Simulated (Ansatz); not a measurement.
**Quasiparticle gap of NbInO4 (P2/c)**

Aim: the quasiparticle gap of NbInO4 (P2/c), starting from HSE06.

Program: Ansatz 0.2.0. Level of theory: HSE06, then G0W0 on it, plane waves, PAW. Results are calculated unless marked as measured.

**The experiments to reproduce.**

- Gap 4.7 eV: direct gap from Elliott-Toyozawa fit; diffuse reflectance; 300 K; powder (“Accurate Determination of the Band-Gap Energy of the Rare-Earth Niobate Series”, 2024, arxiv:2401.13477).

This is a report of a sequence of runs, with most program output left out.

In doubt: masses and optical values from hybrid runs of this build are listed as unsure (step 3), which bears on the screening that GW takes from such a start.

### 1. The starting structure

The structure is monoclinic, space group P2/c (No. 13). The conventional cell has a = 4.835 Å, b = 5.771 Å, c = 5.144 Å, α = 90.00°, β = 91.13°, γ = 90.00°. Nearest to Nb lie 6 O at 1.88 to 2.15 Å. Nearest to In lie 6 O at 2.10 to 2.23 Å. O has 1 Nb at 1.88 Å and 2 In at 2.15 to 2.23 Å nearest. Nearest to O lie 2 Nb at 1.98 to 2.15 Å and 1 In at 2.10 Å. Farther neighbours and most contacts between anions are not listed.

The cell and positions come from the Crystallography Open Database and are kept as given unless a step says otherwise. The default PAW set here is soft_2. Its files were made with PBE.

### 2. The starting point: HSE06

HSE06 mixes in a quarter of exact exchange at short range.

This step: DFT, HSE06, plane waves, PAW.

Input file input.yaml:

```yaml
crystal:
  lattice:
    - [4.8355, 0.0, 0.0]
    - [0.0, 5.7709, 0.0]
    - [-0.1014445258, 0.0, 5.1429996119]
  atoms:
    - { symbol: Nb, position: [0.0, 0.1779, 0.25] }
    - { symbol: Nb, position: [0.0, 0.8221, 0.75] }
    - { symbol: In, position: [0.5, 0.6825, 0.25] }
    - { symbol: In, position: [0.5, 0.3175, 0.75] }
    - { symbol: O, position: [0.26, 0.618, 0.901] }
    - { symbol: O, position: [0.74, 0.618, 0.599] }
    - { symbol: O, position: [0.74, 0.382, 0.099] }
    - { symbol: O, position: [0.26, 0.382, 0.401] }
    - { symbol: O, position: [0.217, 0.898, 0.438] }
    - { symbol: O, position: [0.783, 0.898, 0.062] }
    - { symbol: O, position: [0.783, 0.102, 0.562] }
    - { symbol: O, position: [0.217, 0.102, 0.938] }
kpoints:
  mp_grid: { grid: [4, 4, 4] }
  band_path:
    path:
      - [0.0, 0.0, 0.0]
      - [0.0, 0.5, 0.0]
      - [0.0, 0.5, 0.5]
      - [0.0, 0.0, 0.5]
      - [-0.5, 0.0, 0.5]
      - [-0.5, 0.5, 0.5]
      - [-0.5, 0.5, 0.0]
      - [-0.5, 0.0, 0.0]
      - [0.3333333333, 0.0, -0.25]
      - [0.1666666667, 0.0, -0.5]
    npoints: 1
hamiltonian:
  xc: hse06
scf:
  occupations: { method: fixed }
  n_extra_bands: 8
output:
  eigenvalues: true
```

On the command line:

```bash
> ansatz run input.yaml --threads 24 --pin off --max-ram 82944MiB --backend cuda --events-out ev --progress --plain --runs-dir out --devices 1 --max-vram 78GiB
```

The job ended after 12 s (1 × NVIDIA GB200 (shared by 2 runs) with 24 threads of Arm Neoverse V2, shared host; peak memory 2 GiB; 1.9 min of CPU time).

Numbers from this step:

```
gap                     : 4.840 eV
valence top at          : k = (0.333, 0.000, -0.250)
conduction bottom at    : k = (0.167, 0.000, -0.500)
least direct gap        : 5.000 eV
exact-exchange fraction : 0.25
```

Over mesh and listed points the gap is 4.840 eV, from k = (0.333, 0.000, -0.250) to k = (0.167, 0.000, -0.500). The least direct gap found is 5.000 eV, at k = (0.000, 0.500, 0.000). On the 4×4×4 mesh alone the same run gives 4.898 eV, so that mesh misses an edge of HSE06: 4.898 − 4.840 = +0.058 eV.

### 3. The quasiparticle correction

G0W0 replaces the xc potential by a self-energy built once from the orbitals of the start. Levels are corrected in the window of bands that the input names, at points of the mesh.

This step: G0W0 on HSE06, plane waves, PAW.

input.yaml, the sections that differ from step 2:

```yaml
kpoints:
  mp_grid: { grid: [4, 2, 4] }
scf:
  occupations: { method: fixed }
gw:
  n_empty_bands: 306
  ecut_chi: 96
  qp_bands: [v4, c4]
  qp_kpoints: band_edges
  screening: { model: contour_deformation }
# crystal, hamiltonian: as in step 2
# output: removed
```

It took 31 s on 1 × NVIDIA GB200 (shared by 2 runs) with 24 threads; peak memory 2.6 GiB.

Numbers from this step:

```
bands summed                                    : 356
RPA ε∞ on this mesh (eigenvalues)               : 3.902, 3.972, 4.173
plane waves in the screening matrix             : 295
q-points in the mesh                            : 32
G0W0 gap over the corrected points              : 5.311 eV
k of the valence top                            : 0.25, 0, -0.25
k of the conduction bottom                      : 0.25, 0, -0.5
starting gap on the mesh                        : 4.899 eV
Z at the valence top                            : 0.7809
Z at the conduction bottom                      : 0.8215
least direct G0W0 gap over the corrected points : 5.417 eV
```

Over all 20 irreducible mesh points the G0W0 gap is 5.311 eV, from k = (0.250, 0.000, -0.250) to k = (0.250, 0.000, -0.500). The HSE06 gap of this run on the mesh is 4.899 eV. The two states that bound the G0W0 gap lie that far apart at the start, so the correction of the gap is 5.311 − 4.899 = +0.412 eV. The start of this run differs from the step before in mesh (4×4×4 and 4×2×4).

Labels follow the order of the start: v1 is the top filled band, c1 the lowest empty one; levels that stay degenerate share a row, the window can cut a multiplet, doubted levels are not marked in this list, bands outside the window were not corrected, and the list may be a part of the corrected levels. The levels before and after the correction (eV, zero at the valence-band top of each column):

|  | conduction bottom | valence top |
| --- | --- | --- |
| HSE06 | 4.90 | 0.00 |
| G0W0 | 5.31 | 0.00 |

|  | level | occupation | energy (eV) |
| --- | --- | --- | --- |
| HSE06 | (0.25 0 -0.5) v3 | 2 | -0.438 |
| HSE06 | (0.25 0 -0.5) v2 | 2 | -0.264 |
| HSE06 | (0.25 0 -0.5) v1 | 2 | -0.195 |
| HSE06 | (0.25 0 -0.5) c1 | 0 | 4.899 |
| HSE06 | (0.25 0 -0.5) c2 | 0 | 5.521 |
| HSE06 | (0.25 0 -0.5) c3 | 0 | 5.676 |
| HSE06 | (0.25 0 -0.25) v3 | 2 | -0.403 |
| HSE06 | (0.25 0 -0.25) v2 | 2 | -0.278 |
| HSE06 | (0.25 0 -0.25) v1 | 2 | 0.000 |
| HSE06 | (0.25 0 -0.25) c1 | 0 | 5.149 |
| HSE06 | (0.25 0 -0.25) c2 | 0 | 5.206 |
| HSE06 | (0.25 0 -0.25) c3 | 0 | 5.775 |
| G0W0 | (0.25 0 -0.5) v3 | 2 | -0.475 |
| G0W0 | (0.25 0 -0.5) v2 | 2 | -0.285 |
| G0W0 | (0.25 0 -0.5) v1 | 2 | -0.212 |
| G0W0 | (0.25 0 -0.5) c1 | 0 | 5.311 |
| G0W0 | (0.25 0 -0.5) c2 | 0 | 5.986 |
| G0W0 | (0.25 0 -0.5) c3 | 0 | 6.181 |
| G0W0 | (0.25 0 -0.25) v3 | 2 | -0.434 |
| G0W0 | (0.25 0 -0.25) v2 | 2 | -0.296 |
| G0W0 | (0.25 0 -0.25) v1 | 2 | 0.000 |
| G0W0 | (0.25 0 -0.25) c1 | 0 | 5.574 |
| G0W0 | (0.25 0 -0.25) c2 | 0 | 5.645 |
| G0W0 | (0.25 0 -0.25) c3 | 0 | 6.342 |

The parts of the quasiparticle energy for the two states that bound the G0W0 gap, in eV on the run's own scale (QP = start + Σx + Σc − Vxc, with Σc at the quasiparticle energy):

| edge | k | band | start | Σx | Σc | Vxc | Z | QP |
| --- | --- | --- | --- | --- | --- | --- | --- | --- |
| valence top | (0.250, 0.000, -0.250) | 50 | 7.886 | −26.384 | 4.389 | −22.330 | 0.781 | 8.220 |
| conduction bottom | (0.250, 0.000, -0.500) | 51 | 12.785 | −12.639 | −4.504 | −17.890 | 0.822 | 13.531 |

For a hybrid start, Vxc holds its share of exact exchange.

### 4. The runs together

Each gap is the least one over the points named; times are wall times on shared hosts, not benchmarks. A G0W0 time includes the run's own self-consistent start. Runs with listed points see these and the mesh alone, so an edge that moves elsewhere is missed.

| level | mesh | files, cutoff | bands summed, screening | points | gap (eV) | valence top | conduction bottom | least direct gap (eV) | time |
| --- | --- | --- | --- | --- | --- | --- | --- | --- | --- |
| HSE06 | 4×4×4 | soft_2 PAW, 420 eV | - | mesh and listed points | 4.840 | (0.333, 0.000, -0.250) | (0.167, 0.000, -0.500) | 5.000 | 12 s |
| G0W0@HSE06 | 4×2×4 | soft_2 PAW, 420 eV | 356, 96 eV | all 20 irreducible mesh points | 5.311 | (0.250, 0.000, -0.250) | (0.250, 0.000, -0.500) | 5.417 | 31 s |

Computed less measured, in eV, for the reports listed at the start; nothing is added to the computed values:

| row | computed (eV) | 4.7 eV (2024) |
| --- | --- | --- |
| HSE06, gap | 4.840 | +0.140 |
| G0W0@HSE06, gap | 5.311 | +0.611 |
| G0W0@HSE06, least direct gap | 5.417 | +0.717 |

### 5. Outcome

- HSE06 gap over mesh and listed points: 4.840 eV, from k = (0.333, 0.000, -0.250) to k = (0.167, 0.000, -0.500)
- G0W0@HSE06 gap over all 20 irreducible mesh points: 5.311 eV, from k = (0.250, 0.000, -0.250) to k = (0.250, 0.000, -0.500)
- GW settings: 4×2×4 mesh, 306 empty bands, screening to 96 eV
- known limits: finite bands, screening cutoff and k mesh; no spin-orbit coupling in G0W0; d shells not analysed

**Reading.** Over all 20 irreducible mesh points the G0W0 gap is 5.311 eV, from k = (0.250, 0.000, -0.250) to k = (0.250, 0.000, -0.500). The HSE06 gap of this run on the mesh is 4.899 eV. The two states that bound the G0W0 gap lie that far apart at the start, so the correction of the gap is 5.311 − 4.899 = +0.412 eV. The valence state moves by 8.220 − 7.886 = +0.334 eV and the conduction state by 13.531 − 12.785 = +0.746 eV, on the run's own scale; how far single levels stand from their limit in bands is not shown. Over mesh and listed points, HSE06 puts the valence top at k = (0.333, 0.000, -0.250) and conduction bottom at k = (0.167, 0.000, -0.500), where no G0W0 correction was computed. The G0W0 gap over the whole zone is therefore not known from this run; at its settings it can only be equal to or under the 5.311 eV found, and no correction is carried over from another point. For the start itself the gap is 4.840 eV over mesh and listed points and 4.899 eV on the mesh of the G0W0 run, in runs that differ in mesh (4×4×4 and 4×2×4). No second run with other bands and screening cutoff is shown, so the distance to the basis limit is not known. On another start, G0W0@r2SCAN runs of this series (4×2×4 mesh, soft_2 PAW; not shown as steps) give 5.152 eV with 158 bands and 48 eV, 4.905 eV with 356 bands and 96 eV and 4.942 eV with 709 bands and 160 eV. G0W0 on other starts in this series, not shown as steps and not all at these settings: 4.905 eV on r2SCAN (4×2×4, soft_2 PAW, 356 bands, 96 eV) and 5.539 eV on PBE0 (4×2×4, soft_2 PAW, 356 bands, 96 eV). Two runs of this series at another level, not shown as steps, test spin-orbit coupling. r2SCAN+SOC against r2SCAN: 3.796 − 3.797 = −0.001 eV, with the same mesh, set of files (read in its fully relativistic form for the spin-orbit run) and cutoff, and both edges at the same k points. The spin-orbit run sees mesh and listed points alone, so its gap is an upper bound: the coupling can move an edge off these points, and the change over the zone, its sign included where it is small, is not known. What spin-orbit coupling does to the G0W0 levels was not computed, so no sum with the G0W0 gap is formed. Against experiment, G0W0@HSE06 at 5.311 eV lies +0.611 eV from 4.7 eV (2024). The differences hold parts that these runs do not separate: finite bands, cutoffs and mesh, points of the zone that were not corrected, the start of G0W0, spin-orbit coupling missing from it, static nuclei, no electron-hole attraction, and what each experiment reads as the gap. How much each gives is not known from the steps shown. The G0W0 runs are scalar-relativistic. One-shot GW is known to converge slowly in bands for compounds with shallow d shells. The cell holds In; the filling of the d shell and its place against the gap were not analysed here. No pair of G0W0 runs that differ in the mesh alone is shown (4×2×4 is a supercell whose nearest images lie 12 Å apart), so the error from the mesh is not known here. G0W0 is shown with one set of atomic data (soft_2 PAW), so the error from the files is not known here.

[Paths, hosts, dates, memory and timing lines, banners, echoed tables and standing remarks are left out of the program output.]

[Logs are printed without paths, hosts, clocks, repeated set-up lines and the standing remarks that a program may print on its own settings, such as how far it seeks lower states.]

[Runs of the session that timed out or met a known fault of the program may be left out.]

[Cells called generated may have been cut or substituted from an entry of the Crystallography Open Database or the Materials Project.]

[Hosts, paths, dates, database ids (printed as entryN), source tags and the programs' standing remarks are cut or masked in the printed files.]

[Where an RPA ε∞ is given, it is that of the G0W0 mesh and is not shown converged in it. Names of k-points follow the symmetry that the program found, which can be lower than the space group named. Band edges on a path are those of the sampled points; other points can move an edge, and change direct to indirect where valleys lie close.]

[Hybrid gaps are those of their k-mesh and are not shown converged in it.]
